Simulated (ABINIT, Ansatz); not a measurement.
# TlIO3 (R3m): changed settings of a GW run in ABINIT

A base run on TlIO3 (R3m), then changed inputs.

Method: PBEsol and many-body steps on it, plane waves, in ABINIT 10.8.3.

**1. The structure**

Symmetry: R3m, No. 160, trigonal system. Conventional cell: a = 6.302 Å, b = 6.302 Å, c = 7.966 Å, α = 90.00°, β = 90.00°, γ = 120.00°. Nearest to Tl lie 3 O at 2.94 Å. Nearest to I lie 3 O at 1.82 Å. O has 1 I at 1.82 Å nearest. Farther neighbours and most contacts between anions are not listed.

The cell and positions are those that the Materials Project relaxed with its own functionals (PBE, PBE+U or r2SCAN), kept fixed. Spin-orbit coupling is left out unless a step names it.

**2. Screening, 2×2×2 mesh, 88 bands, screening to 114.3 eV**

This step: ABINIT 10.8.3; RPA screening on PBEsol, plane waves, norm-conserving pseudopotentials.

The RPA dielectric matrix is built and inverted for each q.

File run.abi:

```
acell 3*1.0 Angstrom
rprim 
  3.150792580489 1.819110944506 2.655433585300
  -3.150792580489 1.819110944506 2.655433585300
  0.000000000000 -3.638221889012 2.655433585300
ntypat 3
znucl 81 53 8
natom 5
typat 1 2 3 3 3
xred 
  0.008750850000 0.008750850000 0.008750850000
  0.501867330000 0.501867330000 0.501867330000
  0.903287650000 0.461897090000 0.461897090000
  0.461897090000 0.903287650000 0.461897090000
  0.461897090000 0.461897090000 0.903287650000
pp_dirpath "pseudos"
pseudos "Tl.upf, I.upf, O.upf"
ecut 42
ngkpt 2 2 2
nshiftk 1
shiftk 0 0 0
kptopt 1
chksymbreak 0
istwfk *1
occopt 1
irdwfk 1
optdriver 3
nband 88
ecuteps 4.2
inclvkb 2
awtr 1
symchi 1
indata_prefix "in"
outdata_prefix "out"
tmpdata_prefix "tmp"
```

Started as:

```
$ OMP_NUM_THREADS=1 mpirun -n 4 abinit run.abi > log
```

The log of the run:

```text
.Version 10.8.3 of ABINIT. v10.8.2 released Aug 2026.

 Symmetries : space group R3 m (#160); Bravais hR (rhombohedral)
[... echo of the input left out ...]
== DATASET  1 ==================================================================
-   mpi_nproc: 4, omp_nthreads: 1 (-1 if OMP is not activated)

--- !DatasetInfo
iteration_state: {dtset: 1, }
dimensions: {natom: 5, nkpt: 4, mband: 88, nsppol: 1, nspinor: 1, nspden: 1, mpw: 8025, }
cutoff_energies: {ecut:  42.0, pawecutdg:  -1.0, }
electrons: {nelect:   5.60000000E+01, charge:   0.00000000E+00, occopt:   1.00000000E+00, tsmear:   1.00000000E-02, }

 SCREENING: Calculation of the susceptibility and dielectric matrices

 Based on a program developped by R.W. Godby, V. Olevano, G. Onida, and L. Reining.
 Incorporated in ABINIT by V. Olevano, G.-M. Rignanese, and M. Torrent.
.Using double precision arithmetic ; gwpc =  8

[... cell and pseudopotentials left out ...]
--------------------------------------------------------------------------------

 ==== K-mesh for the wavefunctions ====
 Number of points in the irreducible wedge :     4
[... list of points left out ...]
 Together with  6 symmetry operations and time-reversal symmetry
 yields     8 points in the full Brillouin Zone.

 ==== Q-mesh for the screening function ====
 Number of points in the irreducible wedge :     4
[... list of points left out ...]
 Together with  6 symmetry operations and time-reversal symmetry
 yields     8 points in the full Brillouin Zone.

 setmesh: FFT mesh size selected  =    36x   36x   36
          total number of points  =        46656

 vcoul_init : cutoff-mode = AUXILIARY_FUNCTION
 q-points for optical limit:   1
     1)      0.000010    0.000020    0.000030

- screening: taking advantage of time-reversal symmetry
- Maximum band index for partially occupied states nbvw = 28
- Remaining bands to be divided among processors   nbcw = 60
- Number of bands treated by each node ~15

 Number of electrons calculated from density =   56.0000; Expected =   56.0000
 average of density, n =  0.090871
 r_s =    1.3798
 omega_plasma =   29.0783 [eV]

 calculating chi0 at frequencies [eV] :
  1    0.000000E+00    0.000000E+00
  2    0.000000E+00    2.907826E+01

--------------------------------------------------------------------------------
  q-point number  1        q = ( 0.000000, 0.000000, 0.000000) [r.l.u.]
--------------------------------------------------------------------------------
[... chi0 elements left out ...]
 For q-point:  0.000010 0.000020 0.000030
  dielectric constant =   5.1656
  dielectric constant without local fields =   6.1724

  Average fulfillment of the sum rule on Im[epsilon] for q-point    1 :     43.01  [%]
[... wings left out ...]
  q-point number  2        q = ( 0.500000, 0.000000, 0.000000) [r.l.u.]
--------------------------------------------------------------------------------
[... chi0 elements left out ...]
  Average fulfillment of the sum rule on Im[epsilon] for q-point    2 :     52.31  [%]

 [... 2 further q-points ...]
```

Run time: 17 s. Hardware: 4 MPI ranks of Arm Neoverse V1, shared host; peak memory 1 GiB.

This step gave:

```
ε∞ with local fields, on this mesh, along the program's q direction : 5.166
the same without local fields                                       : 6.172
plasma frequency                                                    : 29.08 eV
plane waves in the screening matrix                                 : 251
```

Local fields lower ε∞ by 16 %. On a Γ-centred mesh this coarse the value itself is usually too large, while a short band sum pulls it down.

**3. Base**

The self-energy is evaluated for the states that the input lists, and the levels follow from it, in one-shot runs by the linearised quasiparticle equation.

This step: G0W0 on PBEsol, plane waves, norm-conserving pseudopotentials.

run.abi: that of step 2 with these lines changed.

```diff
@@ -26,8 +26,17 @@
 irdwfk 1
-optdriver 3
+optdriver 4
 nband 88
+gwcalctyp 0
+ecutsigx 42
+symsigma 1
+nkptgw 2
+kptgw 
+  0.5000000000 0.5000000000 0.5000000000
+  0.0000000000 0.0000000000 0.0000000000
+bdgw 
+  27 30
+  27 31
 ecuteps 4.2
-inclvkb 2
-awtr 1
-symchi 1
+irdscr 1
+ppmodel 1
 indata_prefix "in"
```

The log of the run:

```text
.Version 10.8.3 of ABINIT. v10.8.2 released Aug 2026.

 Symmetries : space group R3 m (#160); Bravais hR (rhombohedral)
[... echo of the input left out ...]
== DATASET  1 ==================================================================
-   mpi_nproc: 4, omp_nthreads: 1 (-1 if OMP is not activated)

--- !DatasetInfo
iteration_state: {dtset: 1, }
dimensions: {natom: 5, nkpt: 4, mband: 88, nsppol: 1, nspinor: 1, nspden: 1, mpw: 8025, }
cutoff_energies: {ecut:  42.0, pawecutdg:  -1.0, }
electrons: {nelect:   5.60000000E+01, charge:   0.00000000E+00, occopt:   1.00000000E+00, tsmear:   1.00000000E-02, }

 SIGMA: Calculation of the GW corrections

 Based on a program developped by R.W. Godby, V. Olevano, G. Onida, and L. Reining.
 Incorporated in ABINIT by V. Olevano, G.-M. Rignanese, and M. Torrent.
.Using double precision arithmetic ; gwpc =  8

[... cell and pseudopotentials left out ...]
--------------------------------------------------------------------------------

 ==== K-mesh for the wavefunctions ====
 Number of points in the irreducible wedge :     4
[... list of points left out ...]
 Together with  6 symmetry operations and time-reversal symmetry
 yields     8 points in the full Brillouin Zone.

 ==== Q-mesh for screening function ====
 Number of points in the irreducible wedge :     4
[... list of points left out ...]
 Together with  6 symmetry operations and time-reversal symmetry
 yields     8 points in the full Brillouin Zone.

 vcoul_init : cutoff-mode = AUXILIARY_FUNCTION
 q-points for optical limit:   1
     1)      0.000010    0.000020    0.000030
 setmesh: FFT mesh size selected  =    50x   50x   50
          total number of points  =       125000

 Number of electrons calculated from density =   56.0000; Expected =   56.0000
 average of density, n =  0.090871
 r_s =    1.3798
 omega_plasma =   29.0783 [eV]

 === KS Band Gaps ===
  >>>> For spin  1
   Minimum direct gap =   2.6901 [eV], located at k-point      :   0.5000  0.5000  0.5000
   Fundamental gap    =   2.6901 [eV], Top of valence bands at :   0.5000  0.5000  0.5000
                                       Bottom of conduction at :   0.5000  0.5000  0.5000
 SIGMA fundamental parameters:
 PLASMON POLE MODEL  1
 number of plane-waves for SigmaX                 8025
 number of plane-waves for SigmaC and W            251
 number of plane-waves for wavefunctions          8025
 number of bands                                    88
 number of independent spin polarizations            1
 number of spinorial components                      1
 number of k-points in IBZ                           4
 number of q-points in IBZ                           4
 number of symmetry operations                       6
 number of k-points in BZ                            8
 number of q-points in BZ                            8
 number of frequencies for dSigma/dE                 9
 frequency step for dSigma/dE [eV]                0.25
 number of omega for Sigma on real axis              0
 max omega for Sigma on real axis  [eV]           0.00
 zcut for avoiding poles [eV]                     0.10

 EPSILON^-1 parameters (SCR file):
 dimension of the eps^-1 matrix on file            251
 dimension of the eps^-1 matrix used               251
 number of plane-waves for wavefunctions          8025
 number of bands                                    88
 number of q-points in IBZ                           4
 number of frequencies                               2
 number of real frequencies                          1
 number of imag frequencies                          1

 matrix elements of self-energy operator (all in [eV])

 Perturbative Calculation

--- !SelfEnergy_ee
iteration_state: {dtset: 1, }
kpoint     : [   0.500,    0.500,    0.500, ]
spin       : 1
KS_gap     :    2.690
QP_gap     :    4.195
Delta_QP_KS:    1.505
data: !SigmaeeData |
     Band     E0 <VxcDFT>   SigX SigC(E0)      Z dSigC/dE  Sig(E)    E-E0       E
       27   2.780 -19.497 -24.743   5.246   0.758  -0.319 -19.496   0.000   2.780
       28   3.307 -17.005 -20.797   3.319   0.796  -0.256 -17.382  -0.377   2.931
       29   5.998 -14.349 -10.474  -2.497   0.819  -0.221 -13.221   1.128   7.126
       30   5.998 -14.349 -10.474  -2.497   0.819  -0.221 -13.221   1.128   7.126

--- !SelfEnergy_ee
iteration_state: {dtset: 1, }
kpoint     : [   0.000,    0.000,    0.000, ]
spin       : 1
KS_gap     :    7.479
QP_gap     :    8.903
Delta_QP_KS:    1.423
data: !SigmaeeData |
     Band     E0 <VxcDFT>   SigX SigC(E0)      Z dSigC/dE  Sig(E)    E-E0       E
       27   1.971 -18.303 -23.150   4.777   0.764  -0.309 -18.357  -0.053   1.918
       28   2.282 -18.735 -24.157   5.294   0.758  -0.319 -18.832  -0.097   2.185
       29   9.761 -10.889  -6.042  -3.275   0.844  -0.186  -9.562   1.327  11.088
       30  10.035 -15.645 -10.508  -2.992   0.805  -0.242 -13.918   1.727  11.762
       31  10.035 -15.645 -10.508  -2.992   0.805  -0.242 -13.918   1.727  11.762

== END DATASET(S) ==============================================================
================================================================================

 -outvars: echo values of variables after computation  --------
           etotal      0.0000000000E+00
            nband          88
             nkpt           4
          spgroup         160
 [... the other variables as echoed above ...]

 Calculation completed.
```

Wall time 6.7 s (4 MPI ranks); peak memory 0.7 GiB.

Numbers from this step:

```
G0W0 gap on the points computed              : 4.195 eV
starting gap on the mesh                     : 2.690 eV
k of the valence top                         : 0.5, 0.5, 0.5
k of the conduction bottom                   : 0.5, 0.5, 0.5
Z at the valence top                         : 0.796
Z at the conduction bottom                   : 0.819
least direct G0W0 gap on the computed points : 4.195 eV
```

The gap on the mesh goes from 2.69 eV to 4.20 eV, a correction of +1.50 eV.

(Continued in part 2 of 2.)

[Paths, hosts, dates, memory and timing lines, banners, echoed tables and standing remarks are left out of the program output.]

[Logs are printed without paths, hosts, clocks, repeated set-up lines and the standing remarks that a program may print on its own settings, such as how far it seeks lower states.]

[Runs of the session that timed out or met a known fault of the program may be left out.]

[No measured gap is set beside runs whose start may be inverted or whose files or cutoffs have a known fault.]

[Hosts, paths, dates, database ids (printed as entryN), source tags and the programs' standing remarks are cut or masked in the printed files.]

[G0W0 gaps are taken among the corrected bands and points alone; a level outside them can change the order at an edge.]

[Where Ansatz stands beside ABINIT at settings called matched, ABINIT's density can come from a denser mesh and the files from another edition; pairs whose starting gaps differed by over 0.03 eV were left out, so agreement reads better than it is.]
